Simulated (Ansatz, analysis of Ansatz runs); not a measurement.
# Can an added electron hop between Cr atoms in CrAsO4 (Pnma)?

Question: does an added electron stay on the Cr atom where it is started in CrAsO4 (Pnma), and if so, how high is the barrier for a hop to another Cr site nearby? Model: a cell of 48 host atoms.

Program: Ansatz 0.2.0. Level of theory: plane-wave PAW DFT, PBEsol+U; relaxation of all atoms of a supercell at fixed charge in a uniform background; PAW set soft_1. Results are calculated unless marked as measured.

Report form: the programs' logs are mostly left out.

## (1) Set-up

The cell holds 48 atoms: 8 Cr, 8 As and 32 O. Its edges and angles: a = 7.880 Å, b = 10.197 Å, c = 10.987 Å, α = 43.5°, β = 62.9°, γ = 73.6°. It derives from CrAsO4 (space group Pnma). Nearest the centre at fractional (0.500, 0.250, 0.500): O26 at 1.18 Å, As16 at 2.01 Å, O37 at 2.02 Å, O48 at 2.06 Å, As13 at 2.13 Å, O27 at 2.30 Å, O45 at 2.51 Å, Cr6 at 2.55 Å.

Hubbard terms: Cr d 4.5 eV. They were chosen, not fitted, to curb self-interaction in the shells named, the trial site's among them. The two sites are Cr6 and Cr8. The cell's shortest repeat is 7.9 Å. The host's moments were started antiferromagnetic in the unit cell, high spin; both sites carry the same spin direction.

## (2) The cell without the carrier

The neutral cell is relaxed first, from small random displacements, so that bond lengths and moments with the carrier can be set beside those of a relaxed cell without it.

File neutral.relax/input.yaml:

```yaml
crystal:
  lattice:
    - [7.0e-08, 6.27739175, 4.76251965]
    - [9.01674211, 1.0e-07, 4.76251965]
    - [9.01674217, 6.27739185, 0.0]
  atoms:
    - { symbol: Cr, position: [0.25, 0.75, 0.25], spin: 3.0 }
    - { symbol: Cr, position: [0.75, 0.25, 0.75], spin: 3.0 }
    - { symbol: Cr, position: [0.25, 0.25, 0.25], spin: 3.0 }
    - { symbol: Cr, position: [0.75, 0.75, 0.75], spin: 3.0 }
    - { symbol: Cr, position: [0.0, 0.0, 0.0], spin: -3.0 }
    - { symbol: Cr, position: [0.5, 0.5, 0.5], spin: -3.0 }
    - { symbol: Cr, position: [0.0, 0.5, 0.0], spin: -3.0 }
    - { symbol: Cr, position: [0.5, 0.0, 0.5], spin: -3.0 }
    - { symbol: As, position: [0.295737, 0.226924, 0.954263] }
    - { symbol: As, position: [0.795737, 0.726924, 0.454263] }
    - { symbol: As, position: [0.226924, 0.795737, 0.523076] }
    - { symbol: As, position: [0.726924, 0.295737, 0.023076] }
    - { symbol: As, position: [0.204263, 0.273076, 0.545737] }
    - { symbol: As, position: [0.704263, 0.773076, 0.045737] }
    - { symbol: As, position: [0.273076, 0.704263, 0.976924] }
    - { symbol: As, position: [0.773076, 0.204263, 0.476924] }
    - { symbol: O, position: [0.388461, 0.783262, 0.590069] }
    - { symbol: O, position: [0.888461, 0.283262, 0.090069] }
    - { symbol: O, position: [0.283262, 0.388461, 0.738208] }
    - { symbol: O, position: [0.783262, 0.888461, 0.238208] }
    - { symbol: O, position: [0.340069, 0.488208, 0.138461] }
    - { symbol: O, position: [0.840069, 0.988208, 0.638461] }
    - { symbol: O, position: [0.488208, 0.840069, 0.033262] }
    - { symbol: O, position: [0.988208, 0.340069, 0.533262] }
    - { symbol: O, position: [0.111539, 0.716738, 0.909931] }
    - { symbol: O, position: [0.611539, 0.216738, 0.409931] }
    - { symbol: O, position: [0.216738, 0.111539, 0.761792] }
    - { symbol: O, position: [0.716738, 0.611539, 0.261792] }
    - { symbol: O, position: [0.159931, 0.011792, 0.361539] }
    - { symbol: O, position: [0.659931, 0.511792, 0.861539] }
    - { symbol: O, position: [0.011792, 0.659931, 0.466738] }
    - { symbol: O, position: [0.511792, 0.159931, 0.966738] }
    - { symbol: O, position: [0.158212, 0.022352, 0.091788] }
    - { symbol: O, position: [0.658212, 0.522352, 0.591788] }
    - { symbol: O, position: [0.022352, 0.658212, 0.727648] }
    - { symbol: O, position: [0.522352, 0.158212, 0.227648] }
    - { symbol: O, position: [0.341788, 0.477648, 0.408212] }
    - { symbol: O, position: [0.841788, 0.977648, 0.908212] }
    - { symbol: O, position: [0.477648, 0.841788, 0.772352] }
    - { symbol: O, position: [0.977648, 0.341788, 0.272352] }
    - { symbol: O, position: [0.234311, 0.355799, 0.015689] }
    - { symbol: O, position: [0.734311, 0.855799, 0.515689] }
    - { symbol: O, position: [0.355799, 0.734311, 0.394201] }
    - { symbol: O, position: [0.855799, 0.234311, 0.894201] }
    - { symbol: O, position: [0.265689, 0.144201, 0.484311] }
    - { symbol: O, position: [0.765689, 0.644201, 0.984311] }
    - { symbol: O, position: [0.144201, 0.765689, 0.105799] }
    - { symbol: O, position: [0.644201, 0.265689, 0.605799] }
basis:
  ecutwfc: 420
  xc_grid: 2
hamiltonian:
  xc: pbesol
  hubbard:
    sites: [{ species: Cr, l: d, u_eff: 4.5 }]
    projectors: ortho-atomic
  pseudopotentials: { kind: paw, azcp: { folder: soft_1 }, xc_functional: pbe }
kpoints:
  mp_grid: { grid: [1, 1, 1] }
magnetization:
  spin_polarized: true
  initial_magnetization: 0
  spin_locking: { lock_magnetization: hard }
scf:
  occupations: { method: fermi_dirac, width: 0.01 }
  max_iter: 120
  lower_state_search: "off"
output:
  forces: true
relax:
  f_tol: 0.02
  max_steps: 70
  random_displacement: { amplitude: 0.04, seed: 4401 }
checkpoint:
  write: "../neutral.relax.run"
  compress: false
  write_wavefunctions: true
  write_every: 100000
```

Command:

```sh
ansatz run input.yaml --threads 8 --pin off --max-ram 18841MiB --backend cpu --events-out ev --progress --plain --runs-dir out
```

It took 18 s on 8 threads of Arm Neoverse V2, shared host; peak memory 1.3 GiB; 2.2 min of CPU time.

The largest displacement from an ideal site is 0.008 Å.

## (3) The electron on the first site

The nearest neighbour or neighbours of the site start displaced and the site's starting moment is changed by the carrier's spin, since a carrier doesn't trap itself in the undistorted lattice.

File A.relax/input.yaml:

```yaml
crystal:
  lattice:
    - [7.0e-08, 6.27739175, 4.76251965]
    - [9.01674211, 1.0e-07, 4.76251965]
    - [9.01674217, 6.27739185, 0.0]
  atoms:
    - { symbol: Cr, position: [0.250079, 0.75026, 0.249624], spin: 3.0 }
    - { symbol: Cr, position: [0.750059, 0.250267, 0.749633], spin: 3.0 }
    - { symbol: Cr, position: [0.24984, 0.250068, 0.249822], spin: 3.0 }
    - { symbol: Cr, position: [0.749841, 0.75007, 0.749825], spin: 3.0 }
    - { symbol: Cr, position: [3.4e-05, 0.000252, -0.000356], spin: -3.0 }
    - { symbol: Cr, position: [0.500058, 0.500274, 0.499623], spin: -4.0 }
    - { symbol: Cr, position: [-0.00014, 0.500071, -0.000199], spin: -3.0 }
    - { symbol: Cr, position: [0.499838, 8.7e-05, 0.49982], spin: -3.0 }
    - { symbol: As, position: [0.29572, 0.227344, 0.953969] }
    - { symbol: As, position: [0.795744, 0.727331, 0.454012] }
    - { symbol: As, position: [0.226961, 0.795733, 0.522714] }
    - { symbol: As, position: [0.726949, 0.295718, 0.022733] }
    - { symbol: As, position: [0.204381, 0.273164, 0.545287] }
    - { symbol: As, position: [0.704393, 0.77316, 0.045267] }
    - { symbol: As, position: [0.272745, 0.704431, 0.976911] }
    - { symbol: As, position: [0.772755, 0.204423, 0.476917] }
    - { symbol: O, position: [0.388746, 0.783573, 0.589108] }
    - { symbol: O, position: [0.888715, 0.28351, 0.089171] }
    - { symbol: O, position: [0.27015, 0.382303, 0.752786] }
    - { symbol: O, position: [0.783556, 0.889247, 0.237996] }
    - { symbol: O, position: [0.339038, 0.488407, 0.138809] }
    - { symbol: O, position: [0.839019, 0.988387, 0.638833] }
    - { symbol: O, position: [0.488384, 0.839528, 0.033071] }
    - { symbol: O, position: [0.988386, 0.339551, 0.533078] }
    - { symbol: O, position: [0.110788, 0.716594, 0.91067] }
    - { symbol: O, position: [0.610795, 0.216601, 0.410682] }
    - { symbol: O, position: [0.216547, 0.111339, 0.761309] }
    - { symbol: O, position: [0.729965, 0.618344, 0.246445] }
    - { symbol: O, position: [0.160555, 0.01173, 0.360917] }
    - { symbol: O, position: [0.660592, 0.511734, 0.860903] }
    - { symbol: O, position: [0.011753, 0.661001, 0.466214] }
    - { symbol: O, position: [0.511727, 0.161032, 0.96617] }
    - { symbol: O, position: [0.158478, 0.022656, 0.091213] }
    - { symbol: O, position: [0.667708, 0.524103, 0.596496] }
    - { symbol: O, position: [0.022267, 0.65841, 0.727423] }
    - { symbol: O, position: [0.522231, 0.158441, 0.227425] }
    - { symbol: O, position: [0.332411, 0.476426, 0.402776] }
    - { symbol: O, position: [0.841678, 0.977864, 0.908] }
    - { symbol: O, position: [0.477429, 0.841684, 0.772216] }
    - { symbol: O, position: [0.97744, 0.341661, 0.272217] }
    - { symbol: O, position: [0.233811, 0.355564, 0.01587] }
    - { symbol: O, position: [0.733835, 0.855601, 0.515858] }
    - { symbol: O, position: [0.346866, 0.748283, 0.387848] }
    - { symbol: O, position: [0.855489, 0.234166, 0.894203] }
    - { symbol: O, position: [0.265922, 0.144625, 0.483746] }
    - { symbol: O, position: [0.765954, 0.644622, 0.983724] }
    - { symbol: O, position: [0.144539, 0.766304, 0.105158] }
    - { symbol: O, position: [0.653218, 0.252242, 0.61146] }
total_charge: -1
basis:
  ecutwfc: 420
  xc_grid: 2
hamiltonian:
  xc: pbesol
  hubbard:
    sites: [{ species: Cr, l: d, u_eff: 4.5 }]
    projectors: ortho-atomic
  pseudopotentials: { kind: paw, azcp: { folder: soft_1 }, xc_functional: pbe }
kpoints:
  mp_grid: { grid: [1, 1, 1] }
magnetization:
  spin_polarized: true
  initial_magnetization: -1
  spin_locking: { lock_magnetization: hard }
scf:
  occupations: { method: fermi_dirac, width: 0.01 }
  max_iter: 120
  lower_state_search: "off"
output:
  forces: true
relax:
  f_tol: 0.015
  max_steps: 70
  escape_saddle: false
checkpoint:
  write: "../A.relax.run"
  compress: false
  write_wavefunctions: true
  write_every: 100000
```

Run time: 30 s. Hardware: 8 threads; peak memory 1.3 GiB; 3.6 min of CPU time.

The steps of the relaxation:

| step | energy less that of the first step (eV) | largest force component (eV/Å) |
| --- | --- | --- |
| 1 | 0.0000 | 1.9381 |
| 2 | -0.3060 | 0.8174 |
| 3 | -0.3967 | 0.1219 |
| 4 | -0.2772 | 0.5702 |
| 5 | -0.4137 | 0.0541 |
| 6 | -0.4147 | 0.0173 |
| 7 | -0.4149 | 0.0078 |

Relaxation step 4 was tried and not accepted.

The atoms that moved most (Å):

| atom | dx | dy | dz | length |
| --- | --- | --- | --- | --- |
| O34 | 0.088 | 0.103 | -0.040 | 0.141 |
| O37 | -0.088 | -0.103 | 0.038 | 0.141 |
| O28 | 0.009 | 0.051 | -0.065 | 0.083 |
| O19 | -0.010 | -0.051 | 0.063 | 0.082 |
| O48 | 0.071 | -0.036 | -0.015 | 0.081 |
| O43 | -0.071 | 0.036 | 0.014 | 0.080 |
| O24 | -0.008 | -0.048 | -0.060 | 0.077 |
| O20 | -0.028 | 0.069 | -0.019 | 0.077 |

The moves above count from the input, in which the site's nearest neighbours were already displaced; the distances below compare with the cell without the carrier.

Distances from Cr6 without and with the electron:

| atom | without (Å) | with (Å) |
| --- | --- | --- |
| O28 | 1.94 | 2.00 |
| O19 | 1.94 | 2.00 |
| O43 | 2.00 | 2.05 |
| O48 | 2.00 | 2.05 |
| O37 | 2.06 | 2.29 |
| O34 | 2.06 | 2.29 |

The largest changes of the moments are -0.62 μB on Cr6, -0.03 μB on O37 and -0.03 μB on O34. The largest part sits on the chosen site.

## (4) The electron on the second site

The same start is made on the second site, to get the end of the hop.

File B.relax/input.yaml:

```yaml
crystal:
  lattice:
    - [7.0e-08, 6.27739175, 4.76251965]
    - [9.01674211, 1.0e-07, 4.76251965]
    - [9.01674217, 6.27739185, 0.0]
  atoms:
    - { symbol: Cr, position: [0.250079, 0.75026, 0.249624], spin: 3.0 }
    - { symbol: Cr, position: [0.750059, 0.250267, 0.749633], spin: 3.0 }
[... 10 atom lines left out ...]
    - { symbol: As, position: [0.204381, 0.273164, 0.545287] }
[... 2 atom lines left out ...]
    - { symbol: As, position: [0.772755, 0.204423, 0.476917] }
[... 9 atom lines left out ...]
    - { symbol: O, position: [0.617758, 0.230005, 0.405152] }
    - { symbol: O, position: [0.216547, 0.111339, 0.761309] }
[... 9 atom lines left out ...]
    - { symbol: O, position: [0.341686, 0.477859, 0.407997] }
[... 10 atom lines left out ...]
    - { symbol: O, position: [0.644579, 0.26634, 0.605124] }
total_charge: -1
basis:
  ecutwfc: 420
  xc_grid: 2
hamiltonian:
  xc: pbesol
  hubbard:
    sites: [{ species: Cr, l: d, u_eff: 4.5 }]
    projectors: ortho-atomic
  pseudopotentials: { kind: paw, azcp: { folder: soft_1 }, xc_functional: pbe }
kpoints:
  mp_grid: { grid: [1, 1, 1] }
magnetization:
  spin_polarized: true
  initial_magnetization: -1
  spin_locking: { lock_magnetization: hard }
scf:
  occupations: { method: fermi_dirac, width: 0.01 }
  max_iter: 120
  lower_state_search: "off"
output:
  forces: true
relax:
  f_tol: 0.015
  max_steps: 70
  escape_saddle: false
checkpoint:
  write: "../B.relax.run"
  compress: false
  write_wavefunctions: true
  write_every: 100000
```

Run time: 30 s. Hardware: 8 threads; peak memory 1.3 GiB.

Distances from Cr8 without and with the electron:

| atom | without (Å) | with (Å) |
| --- | --- | --- |
| O17 | 1.94 | 2.00 |
| O26 | 1.94 | 2.00 |
| O45 | 2.00 | 2.05 |
| O42 | 2.00 | 2.05 |
| O39 | 2.06 | 2.29 |
| O36 | 2.06 | 2.29 |

The largest changes of the moments are -0.62 μB on Cr8, -0.03 μB on O36 and -0.03 μB on O39. The largest part sits on the chosen site.

[end of part 1 of 2]

[Logs are printed without paths, hosts, clocks, repeated set-up lines and the standing remarks that a program may print on its own settings, such as how far it seeks lower states.]

[Hosts, paths, dates, database ids (printed as entryN), source tags and the programs' standing remarks are cut or masked in the printed files.]
